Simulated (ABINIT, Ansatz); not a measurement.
**BaIBr (Pnma): G0W0 on several meshes in ABINIT**

Wanted: mesh dependence and cost of G0W0 for BaIBr (Pnma).

Main program and level: ABINIT 10.8.3; PBEsol and many-body steps on it, plane waves.

**1. Set-up**

The structure is orthorhombic, space group Pnma (No. 62). The conventional cell has a = 8.814 Å, b = 5.124 Å, c = 10.192 Å, α = 90.00°, β = 90.00°, γ = 90.00°. Ba has 4 Br at 3.31 to 3.34 Å and 5 I at 3.67 to 3.76 Å nearest. Nearest to I lie 5 Ba at 3.67 to 3.76 Å. Nearest to Br lie 4 Ba at 3.31 to 3.34 Å. Farther neighbours and most contacts between anions are not listed.

The cell and positions are those that the Materials Project relaxed with its own functionals (PBE, PBE+U or r2SCAN), kept fixed. Spin-orbit coupling is left out unless a step names it.

**2. Empty states on the mesh, 2×2×1 mesh, 459 bands**

This step: ABINIT 10.8.3; DFT, PBEsol, plane waves, norm-conserving pseudopotentials.

The sums over transitions need many empty states on a uniform mesh; this step solves for them.

Contents of run.abi:

```
acell 3*1.0 Angstrom
rprim 
  8.814460390000 0.000000000000 0.000000000000
  0.000000000000 5.124291030000 0.000000000000
  0.000000000000 0.000000000000 10.191678390000
ntypat 3
znucl 56 53 35
natom 12
typat 1 1 1 1 2 2 2 2 3 3 3 3
xred 
  0.728824540000 0.250000000000 0.375137030000
  0.271175460000 0.750000000000 0.624862970000
  0.771175460000 0.750000000000 0.875137030000
  0.228824540000 0.250000000000 0.124862970000
  0.471610560000 0.250000000000 0.831776550000
  0.528389440000 0.750000000000 0.168223450000
  0.028389440000 0.750000000000 0.331776550000
  0.971610560000 0.250000000000 0.668223450000
  0.856471900000 0.250000000000 0.066685850000
  0.143528100000 0.750000000000 0.933314150000
  0.643528100000 0.750000000000 0.566685850000
  0.356471900000 0.250000000000 0.433314150000
pp_dirpath "pseudos"
pseudos "Ba.upf, I.upf, Br.upf"
ecut 31
ngkpt 2 2 1
nshiftk 1
shiftk 0 0 0
kptopt 1
chksymbreak 0
iscf -2
irdden 1
istwfk *1
nband 459
nbdbuf 40
tolwfr 1e-09
nstep 60
prtvol 0
indata_prefix "in"
outdata_prefix "out"
tmpdata_prefix "tmp"
```

Run with:

```bash
$ OMP_NUM_THREADS=2 mpirun -n 4 abinit run.abi > log
```

Numbers of over 12 decimals in the logs are rounded to 6 here.

Output:

```text
.Version 10.8.3 of ABINIT. v10.8.2 released Aug 2026.

 Symmetries : space group Pn m a (# 62); Bravais oP (primitive ortho.)
[... echo of the input left out ...]
== DATASET  1 ==================================================================
-   mpi_nproc: 4, omp_nthreads: 2 (-1 if OMP is not activated)

--- !DatasetInfo
iteration_state: {dtset: 1, }
dimensions: {natom: 12, nkpt: 4, mband: 459, nsppol: 1, nspinor: 1, nspden: 1, mpw: 25646, }
cutoff_energies: {ecut:  31.0, pawecutdg:  -1.0, }
[...]
1.83163    1.83818    1.83904    1.84047    1.84305    1.84407    1.84585    1.85565
   1.85903    1.86137    1.86603    1.86612    1.87367    1.87477    1.87706    1.88139
   1.88435    1.88523    1.88741
 prteigrs : prtvol=0 or 1, do not print more k-points.

== END DATASET(S) ==============================================================
================================================================================

 -outvars: echo values of variables after computation  --------
            nband         459
             nkpt           4
          spgroup          62
 [... the other variables as echoed above ...]

 Calculation completed.
```

The job ended after 19 min (4 MPI ranks of Arm Neoverse N1, shared host; peak memory 1.7 GiB).

Numbers from this step:

```
gap                                                           : 3.423 eV
k of the valence top                                          : 0, 0, 0
k of the conduction bottom                                    : 0, 0, 0
least direct gap                                              : 3.423 eV
k points computed                                             : 4
lowest point of the top converged band, above the valence top : 45.19 eV
```

On this mesh the gap is 3.423 eV.

The density comes from a self-consistent run that is not shown.

**3. Screening, 2×2×1 mesh, 199 bands, screening to 98 eV**

The RPA dielectric matrix is built and inverted for each q.

This step: RPA screening on PBEsol, plane waves, norm-conserving pseudopotentials.

Changes to run.abi since step 2:

```diff
@@ -30,10 +30,11 @@
 chksymbreak 0
-iscf -2
-irdden 1
 istwfk *1
-nband 459
-nbdbuf 40
-tolwfr 1e-09
-nstep 60
-prtvol 0
+occopt 1
+irdwfk 1
+optdriver 3
+nband 199
+ecuteps 3.6
+inclvkb 2
+awtr 1
+symchi 1
 indata_prefix "in"
```

Run with:

```bash
$ OMP_NUM_THREADS=1 mpirun -n 8 abinit run.abi > log
```

Output:

```text
.Version 10.8.3 of ABINIT. v10.8.2 released Aug 2026.

 Symmetries : space group Pn m a (# 62); Bravais oP (primitive ortho.)
[... echo of the input left out ...]
== DATASET  1 ==================================================================
-   mpi_nproc: 8, omp_nthreads: 1 (-1 if OMP is not activated)

--- !DatasetInfo
iteration_state: {dtset: 1, }
dimensions: {natom: 12, nkpt: 4, mband: 199, nsppol: 1, nspinor: 1, nspden: 1, mpw: 25646, }
cutoff_energies: {ecut:  31.0, pawecutdg:  -1.0, }
electrons: {nelect:   9.60000000E+01, charge:   0.00000000E+00, occopt:   1.00000000E+00, tsmear:   1.00000000E-02, }

 SCREENING: Calculation of the susceptibility and dielectric matrices

 Based on a program developped by R.W. Godby, V. Olevano, G. Onida, and L. Reining.
 Incorporated in ABINIT by V. Olevano, G.-M. Rignanese, and M. Torrent.
.Using double precision arithmetic ; gwpc =  8

[... cell and pseudopotentials left out ...]
--------------------------------------------------------------------------------

 ==== K-mesh for the wavefunctions ====
 Number of points in the irreducible wedge :     4
[... list of points left out ...]
 Together with  8 symmetry operations and time-reversal symmetry
 yields     4 points in the full Brillouin Zone.

 ==== Q-mesh for the screening function ====
 Number of points in the irreducible wedge :     4
[... list of points left out ...]
 Together with  8 symmetry operations and time-reversal symmetry
 yields     4 points in the full Brillouin Zone.

 setmesh: FFT mesh size selected  =    60x   36x   72
          total number of points  =       155520

 vcoul_init : cutoff-mode = AUXILIARY_FUNCTION
 q-points for optical limit:   1
     1)      0.000010    0.000020    0.000030

- screening: taking advantage of time-reversal symmetry
- Maximum band index for partially occupied states nbvw = 48
- Remaining bands to be divided among processors   nbcw = 151
- Number of bands treated by each node ~18

 Number of electrons calculated from density =   96.0000; Expected =   96.0000
 average of density, n =  0.030903
 r_s =    1.9768
 omega_plasma =   16.9572 [eV]

 calculating chi0 at frequencies [eV] :
  1    0.000000E+00    0.000000E+00
  2    0.000000E+00    1.695725E+01

--------------------------------------------------------------------------------
  q-point number  1        q = ( 0.000000, 0.000000, 0.000000) [r.l.u.]
--------------------------------------------------------------------------------
[... chi0 elements left out ...]
 For q-point:  0.000010 0.000020 0.000030
  dielectric constant =   4.0879
  dielectric constant without local fields =   4.8339

  Average fulfillment of the sum rule on Im[epsilon] for q-point    1 :     71.34  [%]
[... wings left out ...]
  q-point number  2        q = ( 0.500000, 0.000000, 0.000000) [r.l.u.]
--------------------------------------------------------------------------------
[... chi0 elements left out ...]
  Average fulfillment of the sum rule on Im[epsilon] for q-point    2 :     79.67  [%]

 [... 2 further q-points ...]
```

The job ended after 6.6 min (8 MPI ranks; peak memory 9.5 GiB; 53 min of CPU time).

Numbers from this step:

| Quantity | Value |
| --- | --- |
| ε∞ with local fields, on this mesh, along the program's q direction | 4.088 |
| the same without local fields | 4.834 |
| plasma frequency | 16.96 eV |
| plane waves in the screening matrix | 999 |

Local fields lower ε∞ by 15 %. On a Γ-centred mesh this coarse the value itself is usually too large, while a short band sum pulls it down.

**4. 2×2×1**

The self-energy is evaluated for the states that the input lists, and the levels follow from it, in one-shot runs by the linearised quasiparticle equation.

This step: G0W0 on PBEsol, plane waves, norm-conserving pseudopotentials.

Changes to run.abi since step 3:

```diff
@@ -33,8 +33,15 @@
 irdwfk 1
-optdriver 3
+optdriver 4
 nband 199
+gwcalctyp 0
+ecutsigx 31
+symsigma 1
+nkptgw 1
+kptgw 
+  0.0000000000 0.0000000000 0.0000000000
+bdgw 
+  47 50
 ecuteps 3.6
-inclvkb 2
-awtr 1
-symchi 1
+irdscr 1
+ppmodel 1
 indata_prefix "in"
```

Output:

```text
.Version 10.8.3 of ABINIT. v10.8.2 released Aug 2026.

 Symmetries : space group Pn m a (# 62); Bravais oP (primitive ortho.)
[... echo of the input left out ...]
== DATASET  1 ==================================================================
-   mpi_nproc: 8, omp_nthreads: 1 (-1 if OMP is not activated)

--- !DatasetInfo
iteration_state: {dtset: 1, }
dimensions: {natom: 12, nkpt: 4, mband: 199, nsppol: 1, nspinor: 1, nspden: 1, mpw: 25646, }
cutoff_energies: {ecut:  31.0, pawecutdg:  -1.0, }
electrons: {nelect:   9.60000000E+01, charge:   0.00000000E+00, occopt:   1.00000000E+00, tsmear:   1.00000000E-02, }

 SIGMA: Calculation of the GW corrections

 Based on a program developped by R.W. Godby, V. Olevano, G. Onida, and L. Reining.
 Incorporated in ABINIT by V. Olevano, G.-M. Rignanese, and M. Torrent.
.Using double precision arithmetic ; gwpc =  8

[... cell and pseudopotentials left out ...]
--------------------------------------------------------------------------------

 ==== K-mesh for the wavefunctions ====
 Number of points in the irreducible wedge :     4
[... list of points left out ...]
 Together with  8 symmetry operations and time-reversal symmetry
 yields     4 points in the full Brillouin Zone.

 ==== Q-mesh for screening function ====
 Number of points in the irreducible wedge :     4
[... list of points left out ...]
 Together with  8 symmetry operations and time-reversal symmetry
 yields     4 points in the full Brillouin Zone.

 vcoul_init : cutoff-mode = AUXILIARY_FUNCTION
 q-points for optical limit:   1
     1)      0.000010    0.000020    0.000030
 setmesh: FFT mesh size selected  =    90x   50x  100
          total number of points  =       450000

 Number of electrons calculated from density =   96.0000; Expected =   96.0000
 average of density, n =  0.030903
 r_s =    1.9768
 omega_plasma =   16.9572 [eV]

 === KS Band Gaps ===
  >>>> For spin  1
   Minimum direct gap =   3.4236 [eV], located at k-point      :   0.0000  0.0000  0.0000
   Fundamental gap    =   3.4236 [eV], Top of valence bands at :   0.0000  0.0000  0.0000
                                       Bottom of conduction at :   0.0000  0.0000  0.0000
 SIGMA fundamental parameters:
 PLASMON POLE MODEL  1
 number of plane-waves for SigmaX                25569
 number of plane-waves for SigmaC and W            999
 number of plane-waves for wavefunctions         25569
 number of bands                                   199
 number of independent spin polarizations            1
 number of spinorial components                      1
 number of k-points in IBZ                           4
 number of q-points in IBZ                           4
 number of symmetry operations                       8
 number of k-points in BZ                            4
 number of q-points in BZ                            4
 number of frequencies for dSigma/dE                 9
 frequency step for dSigma/dE [eV]                0.25
 number of omega for Sigma on real axis              0
 max omega for Sigma on real axis  [eV]           0.00
 zcut for avoiding poles [eV]                     0.10

 EPSILON^-1 parameters (SCR file):
 dimension of the eps^-1 matrix on file            999
 dimension of the eps^-1 matrix used               999
 number of plane-waves for wavefunctions         25569
 number of bands                                   199
 number of q-points in IBZ                           4
 number of frequencies                               2
 number of real frequencies                          1
 number of imag frequencies                          1

 matrix elements of self-energy operator (all in [eV])

 Perturbative Calculation

--- !SelfEnergy_ee
iteration_state: {dtset: 1, }
kpoint     : [   0.000,    0.000,    0.000, ]
spin       : 1
KS_gap     :    3.424
QP_gap     :    4.975
Delta_QP_KS:    1.551
data: !SigmaeeData |
     Band     E0 <VxcDFT>   SigX SigC(E0)      Z dSigC/dE  Sig(E)    E-E0       E
       47   2.175 -11.876 -14.652   2.326   0.816  -0.226 -12.243  -0.367   1.809
       48   2.303 -11.707 -14.544   2.353   0.824  -0.214 -12.106  -0.399   1.904
       49   5.726  -8.190  -4.046  -2.768   0.838  -0.193  -7.038   1.152   6.878
       50   6.287  -8.025  -3.732  -2.896   0.846  -0.182  -6.843   1.182   7.469

== END DATASET(S) ==============================================================
================================================================================

 -outvars: echo values of variables after computation  --------
           etotal      0.0000000000E+00
            nband         199
             nkpt           4
          spgroup          62
 [... the other variables as echoed above ...]

 Calculation completed.
```

It took 43 s on 8 MPI ranks; peak memory 5.5 GiB; 5.7 min of CPU time.

Numbers from this step:

| Item | Value |
| --- | --- |
| G0W0 gap on the points computed | 4.974 eV |
| starting gap on the mesh | 3.423 eV |
| k of the valence top | 0, 0, 0 |
| k of the conduction bottom | 0, 0, 0 |
| Z at the valence top | 0.824 |
| Z at the conduction bottom | 0.838 |
| least direct G0W0 gap on the computed points | 4.974 eV |

The gap on the mesh goes from 3.42 eV to 4.97 eV, a correction of +1.55 eV.

**5. Empty states on the mesh, 1×2×1 mesh, 217 bands**

This step: DFT, PBEsol, plane waves, norm-conserving pseudopotentials.

Changes to run.abi since step 4:

```diff
@@ -25,3 +25,3 @@
 ecut 31
-ngkpt 2 2 1
+ngkpt 1 2 1
 nshiftk 1
@@ -30,18 +30,10 @@
 chksymbreak 0
+iscf -2
+irdden 1
 istwfk *1
-occopt 1
-irdwfk 1
-optdriver 4
-nband 199
-gwcalctyp 0
-ecutsigx 31
-symsigma 1
-nkptgw 1
-kptgw 
-  0.0000000000 0.0000000000 0.0000000000
-bdgw 
-  47 50
-ecuteps 3.6
-irdscr 1
-ppmodel 1
+nband 217
+nbdbuf 18
+tolwfr 1e-09
+nstep 60
+prtvol 0
 indata_prefix "in"
```

Run with:

```bash
$ OMP_NUM_THREADS=4 mpirun -n 2 abinit run.abi > log
```

Output:

```text
.Version 10.8.3 of ABINIT. v10.8.2 released Aug 2026.

 Symmetries : space group Pn m a (# 62); Bravais oP (primitive ortho.)
[... echo of the input left out ...]
== DATASET  1 ==================================================================
-   mpi_nproc: 2, omp_nthreads: 4 (-1 if OMP is not activated)

--- !DatasetInfo
iteration_state: {dtset: 1, }
dimensions: {natom: 12, nkpt: 2, mband: 217, nsppol: 1, nspinor: 1, nspden: 1, mpw: 25584, }
cutoff_energies: {ecut:  31.0, pawecutdg:  -1.0, }
[...]
0.97557    0.97974    0.98169    0.98823    0.99703    1.00043    1.00144    1.00935
   1.00994    1.01156    1.01614    1.01698    1.01809    1.02138    1.02401    1.02902
   1.03488
 prteigrs : prtvol=0 or 1, do not print more k-points.

== END DATASET(S) ==============================================================
================================================================================

 -outvars: echo values of variables after computation  --------
            nband         217
             nkpt           2
          spgroup          62
 [... the other variables as echoed above ...]

 Calculation completed.
```

The job ended after 5.1 min (2 MPI ranks; peak memory 0.49 GiB).

This step gave:

* gap: 3.423 eV
* k of the valence top: 0, 0, 0
* k of the conduction bottom: 0, 0, 0
* least direct gap: 3.423 eV
* k points computed: 2
* lowest point of the top converged band, above the valence top: 24.06 eV

On this mesh the gap is 3.423 eV.

**6. Screening, 1×2×1 mesh, 199 bands, screening to 98 eV**

This step: RPA screening on PBEsol, plane waves, norm-conserving pseudopotentials.

Changes to run.abi since step 5:

```diff
@@ -30,10 +30,11 @@
 chksymbreak 0
-iscf -2
-irdden 1
 istwfk *1
-nband 217
-nbdbuf 18
-tolwfr 1e-09
-nstep 60
-prtvol 0
+occopt 1
+irdwfk 1
+optdriver 3
+nband 199
+ecuteps 3.6
+inclvkb 2
+awtr 1
+symchi 1
 indata_prefix "in"
```

Run with:

```bash
$ OMP_NUM_THREADS=1 mpirun -n 8 abinit run.abi > log
```

Output:

```text
.Version 10.8.3 of ABINIT. v10.8.2 released Aug 2026.

 Symmetries : space group Pn m a (# 62); Bravais oP (primitive ortho.)
[... echo of the input left out ...]
== DATASET  1 ==================================================================
-   mpi_nproc: 8, omp_nthreads: 1 (-1 if OMP is not activated)

--- !DatasetInfo
iteration_state: {dtset: 1, }
dimensions: {natom: 12, nkpt: 2, mband: 199, nsppol: 1, nspinor: 1, nspden: 1, mpw: 25584, }
cutoff_energies: {ecut:  31.0, pawecutdg:  -1.0, }
electrons: {nelect:   9.60000000E+01, charge:   0.00000000E+00, occopt:   1.00000000E+00, tsmear:   1.00000000E-02, }

 SCREENING: Calculation of the susceptibility and dielectric matrices

 Based on a program developped by R.W. Godby, V. Olevano, G. Onida, and L. Reining.
 Incorporated in ABINIT by V. Olevano, G.-M. Rignanese, and M. Torrent.
.Using double precision arithmetic ; gwpc =  8

[... cell and pseudopotentials left out ...]
--------------------------------------------------------------------------------

 ==== K-mesh for the wavefunctions ====
 Number of points in the irreducible wedge :     2
[... list of points left out ...]
 Together with  8 symmetry operations and time-reversal symmetry
 yields     2 points in the full Brillouin Zone.

 ==== Q-mesh for the screening function ====
 Number of points in the irreducible wedge :     2
[... list of points left out ...]
 Together with  8 symmetry operations and time-reversal symmetry
 yields     2 points in the full Brillouin Zone.

 setmesh: FFT mesh size selected  =    60x   36x   72
          total number of points  =       155520

 vcoul_init : cutoff-mode = AUXILIARY_FUNCTION
 q-points for optical limit:   1
     1)      0.000010    0.000020    0.000030

- screening: taking advantage of time-reversal symmetry
- Maximum band index for partially occupied states nbvw = 48
- Remaining bands to be divided among processors   nbcw = 151
- Number of bands treated by each node ~18

 Number of electrons calculated from density =   96.0000; Expected =   96.0000
 average of density, n =  0.030903
 r_s =    1.9768
 omega_plasma =   16.9572 [eV]

 calculating chi0 at frequencies [eV] :
  1    0.000000E+00    0.000000E+00
  2    0.000000E+00    1.695725E+01

--------------------------------------------------------------------------------
  q-point number  1        q = ( 0.000000, 0.000000, 0.000000) [r.l.u.]
--------------------------------------------------------------------------------
[... chi0 elements left out ...]
 For q-point:  0.000010 0.000020 0.000030
  dielectric constant =   4.2683
  dielectric constant without local fields =   5.0152

  Average fulfillment of the sum rule on Im[epsilon] for q-point    1 :     71.36  [%]
[... wings left out ...]
  q-point number  2        q = ( 0.000000, 0.500000, 0.000000) [r.l.u.]
--------------------------------------------------------------------------------
[... chi0 elements left out ...]
  Average fulfillment of the sum rule on Im[epsilon] for q-point    2 :     72.63  [%]

== END DATASET(S) ==============================================================
================================================================================

 -outvars: echo values of variables after computation  --------
           etotal      0.0000000000E+00
            nband         199
             nkpt           2
          spgroup          62
 [... the other variables as echoed above ...]

 Calculation completed.
```

Run time: 3.3 min. Hardware: 8 MPI ranks; peak memory 6.6 GiB; 27 min of CPU time.

Numbers from this step:

| Item | Value |
| --- | --- |
| ε∞ with local fields, on this mesh, along the program's q direction | 4.268 |
| the same without local fields | 5.015 |
| plasma frequency | 16.96 eV |
| plane waves in the screening matrix | 999 |

[end of part 1 of 2]

[Paths, hosts, dates, memory and timing lines, banners, echoed tables and standing remarks are left out of the program output.]

[Logs are printed without paths, hosts, clocks, repeated set-up lines and the standing remarks that a program may print on its own settings, such as how far it seeks lower states.]

[Runs of the session that timed out or met a known fault of the program may be left out.]

[Hosts, paths, dates, database ids (printed as entryN), source tags and the programs' standing remarks are cut or masked in the printed files.]

[G0W0 gaps are taken among the corrected bands and points alone; a level outside them can change the order at an edge.]

[Where Ansatz stands beside ABINIT at settings called matched, ABINIT's density can come from a denser mesh and the files from another edition; pairs whose starting gaps differed by over 0.03 eV were left out, so agreement reads better than it is.]
